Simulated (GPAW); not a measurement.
# Screening of a field by VGe2As4 monolayer

Wanted: the out-of-plane polarisability of VGe2As4 monolayer.

Calculated with GPAW 26.7.0; GPAW, PAW setups; layer in a repeated cell with vacuum, relaxation of atoms and in-plane cell, in the first sound run; inputs show where later runs differ.

## 1. Set-up

The cell holds 7 atoms: 4 As, 2 Ge and 1 V. Cell: a = 3.730 Å, b = 3.730 Å, c = 27.086 Å, α = 90.0°, β = 90.0°, γ = 120.0°. Vacuum lies along c.

## 2. Relaxation

Forces are removed first; all later runs use this geometry.

File run.py:

```python
import json
import numpy as np
from ase import Atoms
from ase.filters import FrechetCellFilter
from ase.optimize import BFGS
from gpaw import GPAW, PW

slab = Atoms(
    ['As', 'Ge', 'As', 'V', 'As', 'Ge', 'As'],
    positions=[
        [0.00000, 0.00000, 9.00000],
        [-0.00000, 2.15352, 9.86300],
        [-0.00000, 2.15352, 12.18300],
        [0.00000, 0.00000, 13.54299],
        [-0.00000, 2.15352, 14.90298],
        [-0.00000, 2.15352, 17.22298],
        [0.00000, 0.00000, 18.08598]],
    cell=[[3.73, 0.0, 0.0], [-1.865, 3.23027, 0.0], [0.0, 0.0, 27.086]],
    pbc=[True, True, True],
    magmoms=[0.0, 0.0, 0.0, 1.0, 0.0, 0.0, 0.0])

slab.calc = GPAW(mode=PW(600), xc='PBE', kpts={'size': (9, 9, 1), 'gamma': True},
                 occupations={'name': 'fermi-dirac', 'width': 0.05}, nbands='200%',
                 convergence={'density': 1e-05}, maxiter=200,
                 symmetry={'tolerance': 1e-3}, txt='slab.txt')
result = {}
# The in-plane cell is free; stress needs a cell that repeats along all three vectors
path = []
opt = BFGS(FrechetCellFilter(slab, mask=[1, 1, 0, 0, 0, 1]), maxstep=0.2)
opt.attach(lambda: path.append((slab.get_potential_energy(), slab.positions.tolist(), slab.get_forces().tolist())))
result['relaxed'] = bool(opt.run(fmax=0.02, steps=45))
result['path'] = path
result['cell'] = slab.cell.tolist()
print('in-plane lattice', slab.cell.cellpar().round(4)[[0, 1, 5]])
energy = slab.get_potential_energy()
fermi = slab.calc.get_fermi_level()
v = slab.calc.get_electrostatic_potential().mean((0, 1)) - fermi
n = slab.calc.get_pseudo_density().mean((0, 1))
L = slab.cell[2, 2]
z = np.arange(len(v)) * L / len(v)
low, high = slab.positions[:, 2].min(), slab.positions[:, 2].max()
below, above = np.interp([low - 6.8, high + 6.8], z, v)
slopes = [np.interp(x, z, np.gradient(v, z)) for x in (low - 6.8, high + 6.8)]
eps = np.array([[slab.calc.get_eigenvalues(k, s) for k in range(len(slab.calc.get_ibz_k_points()))]
                for s in range(slab.calc.get_number_of_spins())]) - fermi
top, bottom = eps[eps < 0].max(), eps[eps > 0].min()
dipole = slab.get_dipole_moment()[2]
print(f'energy {energy:.4f} eV, Fermi level {fermi:.4f} eV, dipole {dipole:.5f} e A')
print(f'potential 6.8 A off the faces, from the Fermi level: lower {below:.4f} eV, upper {above:.4f} eV')
print(f'slope of the potential there: lower {slopes[0]:.5f}, upper {slopes[1]:.5f} eV/A')
print(f'nearest levels on the mesh: {top:.4f} and {bottom:.4f} eV')
print('magnetic moment', round(slab.get_magnetic_moment(), 3))
result.update(energy=energy, fermi=fermi, dipole=dipole, below=below, above=above, slopes=slopes, edges=[top, bottom],
              z=z.tolist(), v=v.tolist(), n=n.tolist(), positions=slab.positions.tolist(),
              forces=slab.get_forces(apply_constraint=False).tolist(), moments=slab.get_magnetic_moments().tolist())
json.dump(result, open('result.json', 'w'))
```

Launch:

```
$ OMP_NUM_THREADS=1 OPENBLAS_NUM_THREADS=1 python run.py
```

What it wrote:

```text
Step          Energy          fmax
BFGS:    0      -35.457137        3.028928
BFGS:    1      -35.773862        2.487925
BFGS:    2      -36.274587        1.324084
BFGS:    3      -36.318820        1.037952
BFGS:    4      -36.509855        0.743485
BFGS:    5      -36.588388        0.743351
BFGS:    6      -36.633528        0.527981
BFGS:    7      -36.649244        0.298832
BFGS:    8      -36.660151        0.275379
BFGS:    9      -36.665203        0.256271
BFGS:   10      -36.669176        0.219806
BFGS:   11      -36.676204        0.229316
BFGS:   12      -36.683141        0.157518
BFGS:   13      -36.686224        0.048917
BFGS:   14      -36.686726        0.006470
in-plane lattice [  3.7176   3.7176 120.    ]
energy -36.6828 eV, Fermi level 0.0675 eV, dipole 0.00113 e A
potential 6.8 A off the faces, from the Fermi level: lower 4.9833 eV, upper 4.9841 eV
slope of the potential there: lower -0.00036, upper -0.00014 eV/A
nearest levels on the mesh: -0.0203 and 0.0305 eV
magnetic moment 0.955
```

The job ended after 1.5 h (1 thread of Arm Neoverse V1, shared host; peak memory 0.85 GiB).

Numbers from this step:

- dipole along the normal: 0.001129 e·Å
- levels nearest the Fermi level on the mesh: -0.02029, 0.03053 eV from the Fermi level
- site moments: 8.37e-4, 0.006547, -0.05118, 0.9059, -0.05118, 0.006547, 8.37e-4 μB
- sum of the site moments: 0.8183 μB

The electrostatic potential energy of an electron (without an applied field's), less the Fermi level, planar mean oscillates, so the rows of the table below give means over windows of 1.78 Å about each position, cut where the curve ends. Its maxima inside the range that stand out by 2 % of the span (Å: eV): 9.1: -8.61, 10.9: 2.36, 12.8: -4.97, 14.2: -4.83, 16.2: 2.36, 17.9: -8.61. Its minima: 8.5: -13.5, 9.6: -13.0, 12.2: -12.1, 13.5: -10.4, 14.9: -12.1, 17.4: -13.0, 18.5: -13.5.

Table of electrostatic potential energy of an electron (without an applied field's), less the Fermi level, planar mean by z; means over each step:

```tsv
z (Å)	electrostatic potential energy of an electron (without an applied field's), less the Fermi level, planar mean (eV)
0.89	4.98
2.67	4.98
4.45	4.98
6.23	4.80
8.01	-4.74
9.79	-7.28
11.57	-3.95
13.35	-7.29
15.13	-5.78
16.91	-4.85
18.69	-7.43
20.47	4.45
22.25	4.98
24.03	4.98
25.81	4.98
```

The pseudo valence density, planar mean oscillates, so the rows of the table below give means over windows of 1 Å about each position, cut where the curve ends. Its maxima inside the range that stand out by 2 % of the span (Å: e/Å³): 8.1: 0.244, 9.1: 0.411, 10.2: 0.219, 11.7: 0.239, 13.5: 1.28, 15.4: 0.239, 16.9: 0.219, 17.9: 0.411, 19.0: 0.244. Its minima: 8.5: 0.168, 9.6: 0.0656, 10.8: 0.111, 12.0: 0.172, 15.1: 0.172, 16.3: 0.111, 17.4: 0.0656, 18.6: 0.168.

Table of pseudo valence density, planar mean by z; means over each step:

z (Å), pseudo valence density, planar mean (e/Å³) and a bar:
```
        4       0.00 
        5       0.00 
        6       0.00 
        7       0.04 ##
        8       0.19 ########
        9       0.32 ##############
       10       0.15 #######
       11       0.14 ######
       12       0.22 ##########
       13       0.61 ###########################
       14       0.68 ##############################
       15       0.23 ##########
       16       0.14 ######
       17       0.15 #######
       18       0.31 ##############
       19       0.20 #########
       20       0.05 ##
       21       0.00 
       22       0.00 
       23       0.00
```

Site moment by atom:

```tsv
atom	site moment (μB)
As1	0.001
Ge2	0.007
As3	-0.051
V4	0.906
As5	-0.051
Ge6	0.007
As7	0.001
```

The relaxation lowered the energy of the cell by 1.23 eV (energies extrapolated to zero smearing; the optimiser's log prints free energies). The largest force left on a free atom is 0.0053 eV/Å.

## 3. Plane waves, PBE

With the geometry fixed, the planar mean of the potential gives the vacuum level on each side.

This step: GPAW, PAW setups; slab in vacuum (GPAW 26.7.0).

The cell differs from the one that the last finished run ended in (c 27.086 → 28.096 Å).

File run.py:

```python
import json
import numpy as np
from ase import Atoms
from gpaw import GPAW, PW

slab = Atoms(
    ['As', 'Ge', 'As', 'V', 'As', 'Ge', 'As'],
    positions=[
        [-0.00000, 0.00000, 9.00000],
        [-0.00000, 2.14635, 10.17610],
        [-0.00000, 2.14635, 12.64435],
        [0.00000, -0.00000, 14.04805],
        [-0.00000, 2.14635, 15.45175],
        [-0.00000, 2.14635, 17.91999],
        [0.00000, -0.00000, 19.09609]],
    cell=[[3.71759, -0.0, 0.0], [-1.85879, 3.21952, 0.0], [0.0, 0.0, 28.0961]],
    pbc=[True, True, False],
    magmoms=[0.0, 0.0, 0.0, 1.0, 0.0, 0.0, 0.0])

slab.calc = GPAW(mode=PW(400), xc='PBE', kpts={'size': (9, 9, 1), 'gamma': True},
                 occupations={'name': 'fermi-dirac', 'width': 0.05}, nbands='200%',
                 convergence={'density': 1e-05}, maxiter=200,
                 poissonsolver={'dipolelayer': 'xy'},
                 symmetry={'tolerance': 1e-3}, txt='slab.txt')
result = {}
energy = slab.get_potential_energy()
fermi = slab.calc.get_fermi_level()
v = slab.calc.get_electrostatic_potential().mean((0, 1)) - fermi
n = slab.calc.get_pseudo_density().mean((0, 1))
L = slab.cell[2, 2]
z = np.arange(len(v)) * L / len(v)
low, high = slab.positions[:, 2].min(), slab.positions[:, 2].max()
below, above = np.interp([low - 6.8, high + 6.8], z, v)
slopes = [np.interp(x, z, np.gradient(v, z)) for x in (low - 6.8, high + 6.8)]
eps = np.array([[slab.calc.get_eigenvalues(k, s) for k in range(len(slab.calc.get_ibz_k_points()))]
                for s in range(slab.calc.get_number_of_spins())]) - fermi
top, bottom = eps[eps < 0].max(), eps[eps > 0].min()
dipole = slab.get_dipole_moment()[2]
print(f'energy {energy:.4f} eV, Fermi level {fermi:.4f} eV, dipole {dipole:.5f} e A')
print(f'potential 6.8 A off the faces, from the Fermi level: lower {below:.4f} eV, upper {above:.4f} eV')
print(f'slope of the potential there: lower {slopes[0]:.5f}, upper {slopes[1]:.5f} eV/A')
print(f'nearest levels on the mesh: {top:.4f} and {bottom:.4f} eV')
print('magnetic moment', round(slab.get_magnetic_moment(), 3))
result.update(energy=energy, fermi=fermi, dipole=dipole, below=below, above=above, slopes=slopes, edges=[top, bottom],
              z=z.tolist(), v=v.tolist(), n=n.tolist(), positions=slab.positions.tolist(),
              forces=slab.get_forces(apply_constraint=False).tolist(), moments=slab.get_magnetic_moments().tolist())
json.dump(result, open('result.json', 'w'))
```

What it wrote:

```text
energy -36.6564 eV, Fermi level -0.1137 eV, dipole 0.00152 e A
potential 6.8 A off the faces, from the Fermi level: lower 4.9827 eV, upper 4.9846 eV
slope of the potential there: lower -0.00016, upper 0.00016 eV/A
nearest levels on the mesh: -0.0194 and 0.0298 eV
magnetic moment 0.954
```

Wall time 3.4 min (1 thread); peak memory 0.36 GiB.

This step gave:

```yaml
dipole_along_the_normal: 0.001521 e·Å
levels_nearest_the_fermi_level_on_the_mesh: -0.01940, 0.02976 eV from the Fermi level
upper_work_function: 4.985 eV
lower_work_function: 4.983 eV
site_moments: 8.38e-4, 0.006543, -0.05108, 0.9042, -0.05108, 0.006543, 8.38e-4 μB
sum_of_the_site_moments: 0.8168 μB
```

The electrostatic potential energy of an electron (without an applied field's), less the Fermi level, planar mean oscillates, so the rows of the table below give means over windows of 1.87 Å about each position, cut where the curve ends. Its maxima inside the range that stand out by 2 % of the span (Å: eV): 9.6: -8.59, 11.4: 2.36, 13.3: -4.87, 14.8: -4.87, 16.6: 2.36, 18.5: -8.59. Its minima: 9.1: -13.5, 10.1: -12.9, 12.7: -12.1, 14.0: -10.4, 15.4: -12.1, 18.0: -12.9, 19.0: -13.5.

The electrostatic potential energy of an electron (without an applied field's), less the Fermi level, planar mean by z; means over each step:

z (Å), electrostatic potential energy of an electron (without an applied field's), less the Fermi level, planar mean (eV) and a bar from the least value:
```
     0.94        5.0 ##############################
     2.81        5.0 ##############################
     4.68        5.0 ##############################
     6.54        4.9 ##############################
     8.42       -3.9 ########
    10.29       -7.2 
    12.16       -4.3 #######
    14.03       -7.0 
    15.90       -4.5 #######
    17.77       -6.9 #
    19.64       -4.2 #######
    21.50        4.9 ##############################
    23.38        5.0 ##############################
    25.25        5.0 ##############################
    27.11        5.0 ##############################
```

The pseudo valence density, planar mean oscillates, so the rows of the table below give means over windows of 1.04 Å about each position, cut where the curve ends. Its maxima inside the range that stand out by 2 % of the span (Å: e/Å³): 8.5: 0.246, 9.6: 0.413, 10.6: 0.220, 12.3: 0.236, 14.2: 1.21, 15.8: 0.236, 17.5: 0.220, 18.5: 0.413, 19.6: 0.246. Its minima: 8.9: 0.168, 10.2: 0.0571, 11.4: 0.112, 12.7: 0.173, 15.4: 0.173, 16.6: 0.112, 17.9: 0.0571, 19.1: 0.168.

Pseudo valence density, planar mean against z; means over each step:

```tsv
z (Å)	pseudo valence density, planar mean (e/Å³)
4.68	1.5e-5
5.72	2.6e-4
6.76	0.00483
7.80	0.0766
8.84	0.228
9.88	0.257
10.92	0.157
11.96	0.181
13.00	0.292
14.04	0.895
15.08	0.297
16.12	0.182
17.16	0.156
18.20	0.253
19.24	0.231
20.28	0.0795
21.32	0.00510
22.36	2.8e-4
23.40	1.6e-5
```

The potential is flat to 1.6e-4 eV/Å where it is read, so the vacuum is wide enough.

## 4. Field on

A uniform field along the normal polarises the slab; the atoms stay fixed, so this is the electronic response alone.

run.py, as its differences from that of step 3:

```diff
@@ -4,2 +4,3 @@
 from gpaw import GPAW, PW
+from gpaw.external import ConstantElectricField
 
@@ -23,2 +24,3 @@
                  poissonsolver={'dipolelayer': 'xy'},
+                 external=ConstantElectricField(-0.2, [0, 0, 1]),
                  symmetry={'tolerance': 1e-3}, txt='slab.txt')
```

What it wrote:

```text
energy -36.6727 eV, Fermi level -0.1150 eV, dipole -0.16310 e A
potential 6.8 A off the faces, from the Fermi level: lower 3.7530 eV, upper 6.2201 eV
slope of the potential there: lower -0.00039, upper -0.00007 eV/A
nearest levels on the mesh: -0.0189 and 0.0288 eV
magnetic moment 0.954
```

Run time: 13 min. Hardware: 1 thread; peak memory 0.67 GiB.

Numbers from this step:

| Property | Result |
| --- | --- |
| dipole along the normal | -0.1631 e·Å |
| levels nearest the Fermi level on the mesh | -0.01891, 0.02882 eV from the Fermi level |
| site moments | 0.001034, 0.006739, -0.05107, 0.9040, -0.05105, 0.006335, 6.53e-4 μB |
| sum of the site moments | 0.8166 μB |
| potential below the slab, the applied field's own ramp left out | 3.753 eV from the Fermi level |
| potential above the slab, the applied field's own ramp left out | 6.220 eV from the Fermi level |

The electrostatic potential energy of an electron (without an applied field's), less the Fermi level, planar mean oscillates, so the rows of the table below give means over windows of 1.87 Å about each position, cut where the curve ends. Its maxima inside the range that stand out by 2 % of the span (Å: eV): 9.6: -9.46, 11.4: 1.86, 13.3: -5.01, 14.8: -4.73, 16.6: 2.87, 18.5: -7.73, 26.5: 6.22. Its minima: 9.1: -14.4, 10.1: -13.7, 12.7: -12.4, 14.0: -10.4, 15.4: -11.8, 18.0: -12.1, 19.0: -12.5.

The electrostatic potential energy of an electron (without an applied field's), less the Fermi level, planar mean by z; means over each step:

```tsv
z (Å)	electrostatic potential energy of an electron (without an applied field's), less the Fermi level, planar mean (eV)
0.94	3.88
2.81	3.75
4.68	3.75
6.54	3.65
8.42	-4.95
10.29	-7.92
12.16	-4.68
14.03	-7.03
15.90	-4.15
17.77	-6.18
19.64	-3.17
21.50	6.08
23.38	6.22
25.25	6.22
27.11	6.15
```

The dipole is now -0.163 e Å, against 0.0015 in the run without a field.

## 5. Field on

run.py, as its differences from that of step 4:

```diff
@@ -24,3 +24,3 @@
                  poissonsolver={'dipolelayer': 'xy'},
-                 external=ConstantElectricField(-0.2, [0, 0, 1]),
+                 external=ConstantElectricField(-0.1, [0, 0, 1]),
                  symmetry={'tolerance': 1e-3}, txt='slab.txt')
```

What it wrote:

```text
energy -36.6605 eV, Fermi level -0.1141 eV, dipole -0.08154 e A
potential 6.8 A off the faces, from the Fermi level: lower 4.3678 eV, upper 5.6012 eV
slope of the potential there: lower -0.00027, upper 0.00004 eV/A
nearest levels on the mesh: -0.0193 and 0.0294 eV
magnetic moment 0.954
```

The job ended after 15 min (1 thread; peak memory 0.67 GiB).

This step gave:

```
dipole along the normal                                         : -0.08154 e·Å
levels nearest the Fermi level on the mesh                      : -0.01928, 0.02937 eV from the Fermi level
site moments                                                    : 9.35e-4, 0.006646, -0.05109, 0.9041, -0.05108, 0.006446, 7.48e-4 μB
sum of the site moments                                         : 0.8167 μB
potential below the slab, the applied field's own ramp left out : 4.368 eV from the Fermi level
potential above the slab, the applied field's own ramp left out : 5.601 eV from the Fermi level
```

The electrostatic potential energy of an electron (without an applied field's), less the Fermi level, planar mean oscillates, so the rows of the table below give means over windows of 1.87 Å about each position, cut where the curve ends. Its maxima inside the range that stand out by 2 % of the span (Å: eV): 9.6: -9.03, 11.4: 2.11, 13.3: -4.94, 14.8: -4.80, 16.6: 2.62, 18.5: -8.16, 26.7: 5.60. Its minima: 9.1: -14.0, 10.1: -13.3, 12.7: -12.2, 14.0: -10.4, 15.4: -12.0, 18.0: -12.5, 19.0: -13.0.

The electrostatic potential energy of an electron (without an applied field's), less the Fermi level, planar mean by z; means over each step:

```tsv
z (Å)	electrostatic potential energy of an electron (without an applied field's), less the Fermi level, planar mean (eV)
0.94	4.43
2.81	4.37
4.68	4.37
6.54	4.26
8.42	-4.41
10.29	-7.55
12.16	-4.49
14.03	-7.03
15.90	-4.33
17.77	-6.53
19.64	-3.70
21.50	5.47
23.38	5.60
25.25	5.60
27.11	5.57
```

The dipole is now -0.0815 e Å, against 0.0015 in the run without a field.

## 6. Field on

run.py, as its differences from that of step 5:

```diff
@@ -24,3 +24,3 @@
                  poissonsolver={'dipolelayer': 'xy'},
-                 external=ConstantElectricField(-0.1, [0, 0, 1]),
+                 external=ConstantElectricField(-0.05, [0, 0, 1]),
                  symmetry={'tolerance': 1e-3}, txt='slab.txt')
```

What it wrote:

```text
energy -36.6574 eV, Fermi level -0.1138 eV, dipole -0.04072 e A
potential 6.8 A off the faces, from the Fermi level: lower 4.6759 eV, upper 5.2917 eV
slope of the potential there: lower -0.00021, upper 0.00010 eV/A
nearest levels on the mesh: -0.0194 and 0.0295 eV
magnetic moment 0.954
```

Wall time 15 min (1 thread); peak memory 0.67 GiB.

The electrostatic potential energy of an electron (without an applied field's), less the Fermi level, planar mean oscillates, so the rows of the table below give means over windows of 1.87 Å about each position, cut where the curve ends. Its maxima inside the range that stand out by 2 % of the span (Å: eV): 9.6: -8.81, 11.4: 2.24, 13.3: -4.90, 14.8: -4.83, 16.6: 2.49, 18.5: -8.38. Its minima: 9.1: -13.7, 10.1: -13.1, 12.7: -12.2, 14.0: -10.4, 15.4: -12.0, 18.0: -12.7, 19.0: -13.2.

Electrostatic potential energy of an electron (without an applied field's), less the Fermi level, planar mean against z; means over each step:

```tsv
z (Å)	electrostatic potential energy of an electron (without an applied field's), less the Fermi level, planar mean (eV)
0.94	4.71
2.81	4.68
4.68	4.67
6.54	4.56
8.42	-4.15
10.29	-7.37
12.16	-4.40
14.03	-7.03
15.90	-4.42
17.77	-6.71
19.64	-3.97
21.50	5.16
23.38	5.29
25.25	5.29
27.11	5.28
```

## 7. Field on

run.py, as its differences from that of step 6:

```diff
@@ -24,3 +24,3 @@
                  poissonsolver={'dipolelayer': 'xy'},
-                 external=ConstantElectricField(-0.05, [0, 0, 1]),
+                 external=ConstantElectricField(0.05, [0, 0, 1]),
                  symmetry={'tolerance': 1e-3}, txt='slab.txt')
```

What it wrote:

```text
energy -36.6574 eV, Fermi level -0.1138 eV, dipole 0.04073 e A
potential 6.8 A off the faces, from the Fermi level: lower 5.2919 eV, upper 4.6758 eV
slope of the potential there: lower -0.00010, upper 0.00021 eV/A
nearest levels on the mesh: -0.0194 and 0.0295 eV
magnetic moment 0.954
```

Wall time 15 min (1 thread); peak memory 0.67 GiB.

The electrostatic potential energy of an electron (without an applied field's), less the Fermi level, planar mean oscillates, so the rows of the table below give means over windows of 1.87 Å about each position, cut where the curve ends. Its maxima inside the range that stand out by 2 % of the span (Å: eV): 9.6: -8.38, 11.4: 2.49, 13.3: -4.83, 14.8: -4.90, 16.6: 2.24, 18.5: -8.81. Its minima: 9.1: -13.2, 10.1: -12.7, 12.7: -12.0, 14.0: -10.4, 15.4: -12.2, 18.0: -13.1, 19.0: -13.7.

The electrostatic potential energy of an electron (without an applied field's), less the Fermi level, planar mean by z; means over each step:

```tsv
z (Å)	electrostatic potential energy of an electron (without an applied field's), less the Fermi level, planar mean (eV)
0.94	5.26
2.81	5.29
4.68	5.29
6.54	5.18
8.42	-3.61
10.29	-7.01
12.16	-4.21
14.03	-7.02
15.90	-4.61
17.77	-7.07
19.64	-4.50
21.50	4.55
23.38	4.67
25.25	4.68
27.11	4.69
```

(Part 1 of 2 ends here.)

[Logs are printed without paths, hosts, clocks, repeated set-up lines and the standing remarks that a program may print on its own settings, such as how far it seeks lower states.]

[Hosts, paths, dates, database ids (printed as entryN), source tags and the programs' standing remarks are cut or masked in the printed files.]
